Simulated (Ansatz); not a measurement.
**Mo2NOS MXene bilayer (like faces together) in a perpendicular field**

Wanted: the out-of-plane response of the Mo2NOS MXene bilayer (like faces together). A positive field points along +c.

Calculated with Ansatz 0.2.0; plane-wave DFT, PBEsol-D3(BJ), Ansatz PAW.

The raw output is cut from this account; settings, times and results stay.

## (1) Set-up

The cell holds 10 atoms: 2 S, 4 Mo, 2 N and 2 O. Its edges and angles: a = 2.953 Å, b = 2.953 Å, c = 57.602 Å, α = 90.0°, β = 90.0°, γ = 120.0°. Regions: layer 1: Mo2NOS MXene, 5 atoms (1 S, 2 Mo, 1 N and 1 O); layer 2: Mo2NOS MXene, 5 atoms (1 S, 2 Mo, 1 N and 1 O). Vacuum lies along c.

## (2) Relaxing the slab

The starting cell is a guess, so the in-plane lattice and the atoms are relaxed first, with the slab cut off from its images along the normal.

The input, input.yaml:

```yaml
crystal:
  lattice:
    - [2.953236, 0.0, 0.0]
    - [-1.476618, 2.5575773994, 0.0]
    - [0.0, 0.0, 57.6024503305]
  atoms:
    - { symbol: S, position: [0.3333333333, 0.6666666667, 0.3845322529] }
    - { symbol: Mo, position: [0.6666666667, 0.3333333333, 0.4147357843], spin: 1.0 }
    - { symbol: "N", position: [0.0, 0.0, 0.4349652752] }
    - { symbol: Mo, position: [0.3333333333, 0.6666666667, 0.4551947661], spin: 1.0 }
    - { symbol: O, position: [0.6666666667, 0.3333333333, 0.4748274598] }
    - { symbol: S, position: [0.6666666667, 0.3333333333, 0.6154677471] }
    - { symbol: Mo, position: [0.0, 0.0, 0.5852642157], spin: 1.0 }
    - { symbol: "N", position: [0.3333333333, 0.6666666667, 0.5650347248] }
    - { symbol: Mo, position: [0.6666666667, 0.3333333333, 0.5448052339], spin: 1.0 }
    - { symbol: O, position: [0.0, 0.0, 0.5251725402] }
  periodic: [true, true, false]
magnetization:
  spin_polarized: true
kpoints:
  mp_grid: { grid: [12, 12, 1] }
hamiltonian:
  xc: pbesol
  dispersion: d3bj
scf:
  occupations: { method: fermi_dirac, width: 0.05 }
  convergence: { dr2_threshold: 1.0e-09 }
relax:
  f_tol: 0.004
  max_steps: 90
  cell: {}
output:
  write_potential: true
  write_density: true
  volumetric_format: npy
```

Started as:

```console
$ ansatz run input.yaml --threads 4 --pin off --max-ram 12288MiB --backend cpu --events-out ev --progress --plain --runs-dir out
```

It took 4.2 min on 4 threads of Intel Xeon Platinum 8488C (Sapphire Rapids), shared host; peak memory 1.4 GiB; 16 min of CPU time.

Step by step:

| step | energy less that of the first step (eV) | largest force component (eV/Å) | volume (Å³) |
| --- | --- | --- | --- |
| 1 | 0.0000 | 3.1706 | 435.08 |
| 2 | -0.6734 | 1.2558 | 451.20 |
| 3 | -0.9352 | 0.4896 | 440.69 |
| 4 | -1.0246 | 0.5240 | 421.87 |
| 5 | -1.0548 | 0.1333 | 425.42 |
| 6 | -1.0592 | 0.0717 | 424.13 |
| 7 | -1.0606 | 0.0200 | 423.01 |
| 8 | -1.0606 | 0.0031 | 423.19 |
| 9* | -1.0542 | 0.0025 | 423.19 |
| 10 | -1.0544 | 0.0020 | 422.94 |
| 11* | -1.0542 | 0.0019 | 422.94 |

Relaxation steps marked * repeat the geometry before them on a plane-wave basis chosen anew for their cell, so energy and pressure can jump there.

The run keeps the 6 symmetry operations that the program found, so distortions that break them were not tested.

| cell as run | before | after | change |
| --- | --- | --- | --- |
| a (Å) | 2.953 | 2.912 | -1.4 % |
| b (Å) | 2.953 | 2.912 | -1.4 % |

The atoms that moved most (Å, along periodic axes as changes of fractional coordinates times the final cell, across vacuum about the mean position):

| atom | dx | dy | dz | length |
| --- | --- | --- | --- | --- |
| O5 | 0.000 | 0.000 | 0.299 | 0.299 |
| O10 | 0.000 | 0.000 | -0.298 | 0.298 |
| Mo9 | 0.000 | 0.000 | -0.283 | 0.283 |
| Mo4 | 0.000 | 0.000 | 0.283 | 0.283 |
| N8 | 0.000 | 0.000 | -0.137 | 0.137 |
| N3 | 0.000 | 0.000 | 0.137 | 0.137 |
| Mo2 | 0.000 | 0.000 | -0.134 | 0.134 |
| Mo7 | 0.000 | 0.000 | 0.134 | 0.134 |

Numbers from this step:

```yaml
energy_at_zero_smearing: -23244.1093 eV
```

The lattice constant a goes from 2.953 to 2.912 Å.

## (3) Single point, field 0

A sawtooth potential applies the field, turning back in the middle of the vacuum. With the dipole correction the typed value is the field outside the slab. The induced dipole is small, so the SCF threshold is tight.

The cell differs from the one that the last finished run ended in (c 57.602 → 31.395 Å).

The input, input.yaml:

```yaml
crystal:
  lattice:
    - [2.9117448326, 0.0, 0.0]
    - [-1.4558724163, 2.5216449944, 0.0]
    - [0.0, 0.0, 31.3947519946]
  atoms:
    - { symbol: S, position: [0.3333333333, 0.6666666667, 0.2866721165] }
    - { symbol: Mo, position: [0.6666666667, 0.3333333333, 0.3392918097] }
    - { symbol: "N", position: [0.0, 0.0, 0.3850457218] }
    - { symbol: Mo, position: [0.3333333333, 0.6666666667, 0.426800303] }
    - { symbol: O, position: [0.6666666667, 0.3333333333, 0.4633358769] }
    - { symbol: S, position: [0.6666666667, 0.3333333333, 0.7133278835] }
    - { symbol: Mo, position: [0.0, 0.0, 0.6607107878] }
    - { symbol: "N", position: [0.3333333333, 0.6666666667, 0.6149582932] }
    - { symbol: Mo, position: [0.6666666667, 0.3333333333, 0.5732090844] }
    - { symbol: O, position: [0.0, 0.0, 0.5367119988] }
kpoints:
  mp_grid: { grid: [18, 18, 1] }
  band_path:
    path: [[0, 0, 0], [0.5, 0, 0], [0.33333333, 0.33333333, 0], [0, 0, 0]]
    npoints: 16
hamiltonian:
  xc: pbesol
  dispersion: d3bj
scf:
  occupations: { method: fermi_dirac, width: 0.02585 }
  convergence: { dr2_threshold: 1.0e-10 }
efield:
  axis: 3
  dipole_correction: true
  ramp_position: 0.97
  ramp_width: 0.06
  amplitude: 0
output:
  dos: { projected: true, e_range: [-6, 5] }
  bader: true
  write_potential: true
  write_density: true
  volumetric_format: npy
  elf: true
```

Run time: 30 s. Hardware: 4 threads; peak memory 0.98 GiB; 1.9 min of CPU time.

Numbers from this step:

```yaml
energy_at_zero_smearing: -23244.1152 eV
work_function_upper_face: 5.038 eV
dipole_along_the_normal: 2.00e-5 e·Å
```

Running mean over a fixed 2.8 Å (it still follows the layers) of the planar mean; the ramp of the sawtooth is left out. Table of electron's electrostatic potential energy less the Fermi level by z:

| z (Å) | electron's electrostatic potential energy less the Fermi level (eV) |
| --- | --- |
| 4 | 5.04 |
| 5 | 5.04 |
| 6 | 5.00 |
| 7 | 4.03 |
| 8 | -1.14 |
| 9 | -6.90 |
| 10 | -13.7 |
| 11 | -13.4 |
| 12 | -13.9 |
| 13 | -14.4 |
| 14 | -11.8 |
| 15 | -3.17 |
| 16 | -1.09 |
| 17 | -9.03 |
| 18 | -14.2 |
| 19 | -13.9 |
| 20 | -13.6 |
| 21 | -13.4 |
| 22 | -10.6 |
| 23 | -2.99 |
| 24 | 2.27 |
| 25 | 4.89 |
| 26 | 5.03 |
| 27 | 5.04 |
| 28 | 5.04 |

The density of states has structure finer than the step of the table below, so its rows give means over 0.2 eV. Peaks (eV: height): -5.81: 12.1, -5.70: 19.9, -5.23: 11.4, -4.84: 10.3, -4.29: 16.3, -0.76: 16.2, 1.75: 11.8.

Table of density of states by energy, zero at the Fermi level; means over each step:

| energy (eV) | density of states (states/eV a cell) |
| --- | --- |
| -5.8 | 10.4 |
| -5.6 | 6.88 |
| -5.4 | 3.26 |
| -5.2 | 7.30 |
| -5.0 | 6.12 |
| -4.8 | 8.20 |
| -4.6 | 9.12 |
| -4.4 | 8.57 |
| -4.2 | 6.59 |
| -4.0 | 4.77 |
| -3.8 | 5.33 |
| -3.6 | 5.95 |
| -3.4 | 3.01 |
| -3.2 | 2.90 |
| -3.0 | 4.61 |
| -2.8 | 2.75 |
| -2.6 | 2.09 |
| -2.4 | 1.84 |
| -2.2 | 3.23 |
| -2.0 | 6.41 |
| -1.8 | 5.48 |
| -1.6 | 3.62 |
| -1.4 | 2.28 |
| -1.2 | 3.53 |
| -1.0 | 4.13 |
| -0.8 | 9.67 |
| -0.6 | 4.93 |
| -0.4 | 4.63 |
| -0.2 | 4.82 |
| 0.0 | 5.73 |
| 0.2 | 4.96 |
| 0.4 | 5.92 |
| 0.6 | 5.44 |
| 0.8 | 6.02 |
| 1.0 | 5.92 |
| 1.2 | 5.94 |
| 1.4 | 5.78 |
| 1.6 | 6.96 |
| 1.8 | 7.96 |

Projected DOS per atom over height of the atomic layer and energy from the Fermi level. Layers: S Mo N Mo O O Mo N Mo S from below.

Ten even steps from '_' (0.03 states/eV) to '@' (1.72 states/eV), each cell a mean:
```
..**__%%____%%__**..
..++__@@____@@__++..
..==..%%____%%..==..
..++..##....##..++..
__==..**____**..==__
__**..++....++..**__
__==..++____++..==__
..++..%%....%%..++..
__::__==....==__::__
..::__..____..__::..
--**............++--
====____________====
::::____________::::
++--____________--++
==..____________..==
++::::__====__::::++
--::::__==++__::::--
--==--::@@@@..--==--
====..::%%@@::..==++
::::..--@@%%--..::::
::::::..::::....::::
++++++========**++++
```
Columns: height of the atomic layer (Å) from 9 to 22.4 (not evenly spaced); rows upwards: energy from the Fermi level (eV) from -5.96 to 1.96.

Electronic bands along the path, in eV, zero at the Fermi level:

| point | band 41 | band 42 | band 43 | band 44 | band 45 | band 46 | band 47 | band 48 |
| --- | --- | --- | --- | --- | --- | --- | --- | --- |
| Γ | -1.56 | -1.56 | -0.85 | -0.85 | -0.85 | -0.85 | -0.14 | -0.14 |
| halfway | -2.11 | -2.11 | -0.80 | -0.77 | -0.07 | -0.06 | 0.05 | 0.10 |
| M | -2.14 | -2.12 | -1.37 | -1.36 | 1.65 | 1.65 | 1.86 | 1.87 |
| halfway | -1.54 | -1.49 | -0.61 | -0.60 | 0.92 | 0.94 | 1.39 | 1.41 |
| K | -0.48 | -0.48 | 0.17 | 0.17 | 0.53 | 0.54 | 0.75 | 0.76 |
| halfway | -1.43 | -1.42 | -0.97 | -0.97 | -0.19 | -0.05 | 0.20 | 0.24 |
| Γ | -1.56 | -1.56 | -0.85 | -0.85 | -0.85 | -0.85 | -0.14 | -0.14 |

ELF in the ca plane at fractional y = 0.333, with atoms of Mo and O and S within 0.2 Å of it. It is the smooth field of the valence electrons, not physical close to the nuclei.

Ten even steps from '0' (0.00) to '9' (0.82), each cell a mean:
```
00000000000000001356653576323322248995002225
00000000000000000012325878721112388899200148
00000000000000000001226847831112486599300158
00000000000000000123335888621111378898200148
00000000000000002457753565224322237884002324
00000000000000025799985332257523422320026652
00000000000000136899986332378523531100037763
00000000000000024789984232257523322431025642
```
Columns run along c (16.0 Å, from fractional 0.06 to 0.57 of the cell), rows up along a (2.9 Å). Atoms in or near the plane, at fractional coordinates: Mo at (0.34, 0.67), O at (0.46, 0.67).

Electrostatic potential energy in the ca plane at fractional y = 0.333, with atoms of Mo and O and S within 0.2 Å of it. With pseudopotentials it is smooth inside the atoms' cores, unlike the true potential.

Values in eV, 5 rows by 16 columns, each cell a mean:
```
 11  11  11  11  10   7  -4 -45  -8   4  -1 -12  10   6 -35 -25
 11  11  11  11  10   9 -12 -67 -20   6  -3 -41   7   4 -56 -44
 11  11  11  11  10   7  -4 -45  -8   4  -1 -13  10   6 -35 -25
 11  11  11  11  10   0   0  -2   3  -2 -13   6  11   8   0   1
 11  11  11  11  10   0   0  -2   3  -2 -13   6  11   8   0   1
```
Columns run along c (16.0 Å, from fractional 0.11 to 0.62 of the cell; values clipped at the 3rd and 97th percentile), rows up along a (2.9 Å). Atoms in or near the plane, at fractional coordinates: Mo at (0.34, 0.67), O at (0.46, 0.67), Mo at (0.57, 0.67).

Valence density in the ca plane at fractional y = 0.333, with atoms of Mo and O and S within 0.2 Å of it. It is the smooth field of the valence electrons, not physical close to the nuclei.

Ten steps, logarithmic in the rise over the least value, from '0' (0.0 e/Å³) to '9' (6.8 e/Å³), each cell a mean:
```
87533334456642112357875433344455554310000000
99742223468974112369997432233456555420000000
99742223479984211379998422233455356420000000
98643233468874112368997432333456565420000000
76433334455542112346775433344445554210000000
44444445543321123444444444455544432100000000
33445556643210124444334454466543322100000000
44444445544321123444444444455444433100000000
```
Columns run along c (16.0 Å, from fractional 0.34 to 0.85 of the cell), rows up along a (2.9 Å). Atoms in or near the plane, at fractional coordinates: Mo at (0.34, 0.67), O at (0.46, 0.67), S at (0.71, 0.67), Mo at (0.57, 0.67).

The work function of the upper face is 5.04 eV.

## (4) Atoms held, field 0.1 V/Å

Edit input.yaml of step 3 so:

```diff
@@ -32,6 +32,4 @@
   ramp_width: 0.06
-  amplitude: 0
+  amplitude: 0.1
 output:
-  dos: { projected: true, e_range: [-6, 5] }
-  bader: true
   write_potential: true
@@ -39,2 +37 @@
   volumetric_format: npy
-  elf: true
```

It took 19 s on 4 threads; peak memory 0.92 GiB; 72 s of CPU time.

The dipole is 0.0630 e·Å.

## (5) Single point, field -0.1 V/Å

Edit input.yaml of step 4 so:

```diff
@@ -32,3 +32,3 @@
   ramp_width: 0.06
-  amplitude: 0.1
+  amplitude: -0.1
 output:
```

Run time: 18 s. Hardware: 4 threads; peak memory 0.93 GiB; 69 s of CPU time.

The dipole is -0.0630 e·Å.

## (6) Atoms held, field 0.2 V/Å

Edit input.yaml of step 5 so:

```diff
@@ -32,3 +32,3 @@
   ramp_width: 0.06
-  amplitude: -0.1
+  amplitude: 0.2
 output:
```

The job ended after 18 s (4 threads; peak memory 0.9 GiB).

The dipole is 0.126 e·Å.

## (7) Atoms held, field -0.2 V/Å

Edit input.yaml of step 6 so:

```diff
@@ -32,3 +32,3 @@
   ramp_width: 0.06
-  amplitude: 0.2
+  amplitude: -0.2
 output:
```

Wall time 18 s (4 threads); peak memory 0.93 GiB.

The dipole is -0.126 e·Å.

## (8) Atoms held, field 0.35 V/Å

Edit input.yaml of step 7 so:

```diff
@@ -32,4 +32,6 @@
   ramp_width: 0.06
-  amplitude: -0.2
+  amplitude: 0.35
 output:
+  dos: { projected: true, e_range: [-6, 5] }
+  bader: true
   write_potential: true
@@ -37 +39,2 @@
   volumetric_format: npy
+  elf: true
```

Run time: 32 s. Hardware: 4 threads; peak memory 0.96 GiB; 2.1 min of CPU time.

The dipole is 0.220 e·Å.

## (9) Response, atoms held

This step: plane-wave DFT, PBEsol-D3(BJ), Ansatz PAW; response to a field along the normal, atoms held (Ansatz 0.2.0).

The dipoles give the slope, and the difference of two potentials shows where the field is screened.

Numbers from this step:

| Quantity | Value |
| --- | --- |
| equivalent conductor thickness p/(ε₀AE) | 15.52 Å |
| distance between the outer atoms | 13.39 Å |

The dipole of the cell by applied field:

| applied field (V/Å) | dipole of the cell (e·Å) |
| --- | --- |
| -0.200 | -0.126 |
| -0.100 | -0.0630 |
| 0.000 | 2.0e-5 |
| 0.100 | 0.0630 |
| 0.200 | 0.126 |
| 0.350 | 0.220 |

Local field over the applied field, running mean. From the potentials at -0.1 and 0.1 V/Å; running mean over 2.5 Å. Local field over applied field against z:

| z (Å) | local field over applied field |
| --- | --- |
| 5 | 0.997 |
| 6 | 0.969 |
| 7 | 0.807 |
| 8 | 0.469 |
| 9 | 0.151 |
| 10 | 0.0307 |
| 11 | 0.0174 |
| 12 | -0.00140 |
| 13 | 3.4e-4 |
| 14 | -7.4e-4 |
| 15 | -8.8e-4 |
| 16 | -9.5e-4 |
| 17 | -6.8e-4 |
| 18 | -7.1e-4 |
| 19 | 2.1e-4 |
| 20 | 0.0121 |
| 21 | 0.0176 |
| 22 | 0.0844 |
| 23 | 0.325 |
| 24 | 0.683 |
| 25 | 0.932 |
| 26 | 0.992 |
| 27 | 0.999 |

The induced electron density oscillates, so the rows of the table below give means over 1 Å (shorter at the two ends). Its distinct maxima (Å: e/Å³ per V/Å): 8.0: 0.00369, 10.6: 0.00133, 20.2: 4.0e-4, 21.5: 0.00100. Distinct minima: 9.9: -0.00100, 11.2: -4.0e-4, 20.8: -0.00134, 23.4: -0.00369.

Electrons, planar mean, per unit field. Induced electron density against z; means over each step:

| z (Å) | induced electron density (e/Å³ per V/Å) |
| --- | --- |
| 5 | 1.8e-5 |
| 6 | 1.7e-4 |
| 7 | 0.00125 |
| 8 | 0.00309 |
| 9 | 0.00106 |
| 10 | -3.7e-4 |
| 11 | 3.0e-4 |
| 12 | 2.6e-5 |
| 13 | 3.8e-6 |
| 14 | 6.3e-6 |
| 15 | 2.2e-6 |
| 16 | -1.7e-5 |
| 17 | -6.0e-6 |
| 18 | 2.0e-5 |
| 19 | -4.3e-5 |
| 20 | 1.2e-4 |
| 21 | -2.2e-4 |
| 22 | -4.0e-4 |
| 23 | -0.00232 |
| 24 | -0.00223 |
| 25 | -3.9e-4 |
| 26 | -4.4e-5 |
| 27 | -5.5e-6 |

By hand: between -0.1 and 0.1 V/Å the dipole changes by 0.1260 e·Å, a slope of 0.6298 e·Å²/V. A perfect conductor of thickness t has p = ε₀AEt, so t = 180.95 × 0.6298 / 7.342 = 15.52 Å (e/ε₀ = 180.95 V·Å, A in Å²).

The induced dipole is that of a conductor 15.52 Å thick.

## (10) Relaxing in the field, field 0.1 V/Å

This step: plane-wave DFT, PBEsol-D3(BJ), Ansatz PAW (Ansatz 0.2.0).

Now the atoms may follow the field. A weak field makes forces of meV/Å to tens of meV/Å, so the force tolerance is set well below the usual one.

Edit input.yaml of step 8 so:

```diff
@@ -17,6 +17,3 @@
 kpoints:
-  mp_grid: { grid: [18, 18, 1] }
-  band_path:
-    path: [[0, 0, 0], [0.5, 0, 0], [0.33333333, 0.33333333, 0], [0, 0, 0]]
-    npoints: 16
+  mp_grid: { grid: [12, 12, 1] }
 hamiltonian:
@@ -32,6 +29,7 @@
   ramp_width: 0.06
-  amplitude: 0.35
+  amplitude: 0.1
+relax:
+  f_tol: 0.001
+  max_steps: 60
 output:
-  dos: { projected: true, e_range: [-6, 5] }
-  bader: true
   write_potential: true
@@ -39,2 +37 @@
   volumetric_format: npy
-  elf: true
```

Elapsed: 14 s, on 4 threads; peak memory 0.71 GiB; 52 s of CPU time.

No atom moved by 0.005 Å in the relaxation.

This step gave:

```
energy at zero smearing : -23244.1124 eV
dipole along the normal : 0.06299 e·Å
```

The relaxation took 3 steps and lowered the energy by 1.5e-5 eV; the largest force on the free atoms ends at 5.1e-4 eV/Å.

The dipole is 0.0630 e·Å.

## (11) Relaxing in the field, field -0.1 V/Å

The opposite sign, again from the field-free geometry; the difference of the two cancels what relaxes without a field.

Edit input.yaml of step 10 so:

```diff
@@ -29,3 +29,3 @@
   ramp_width: 0.06
-  amplitude: 0.1
+  amplitude: -0.1
 relax:
```

Run time: 14 s. Hardware: 4 threads; peak memory 0.72 GiB; 52 s of CPU time.

No atom moved by 0.005 Å in the relaxation.

Read from the output:

```yaml
dipole_along_the_normal: -0.06298 e·Å
```

The relaxation took 3 steps and lowered the energy by 1.6e-5 eV; the largest force on the free atoms ends at 3.6e-4 eV/Å.

The dipole is -0.0630 e·Å.

(Continued in part 2 of 2.)

[Long decimals in the printed logs are rounded to 6 places.]

[Logs are printed without paths, hosts, clocks, repeated set-up lines and the standing remarks that a program may print on its own settings, such as how far it seeks lower states.]

[Hosts, paths, dates, database ids (printed as entryN), source tags and the programs' standing remarks are cut or masked in the printed files.]

[Maps of the electrostatic potential energy from Ansatz leave out the sawtooth potential of an applied field or a dipole correction, so their vacuum need not be flat; planar profiles and work functions include it.]
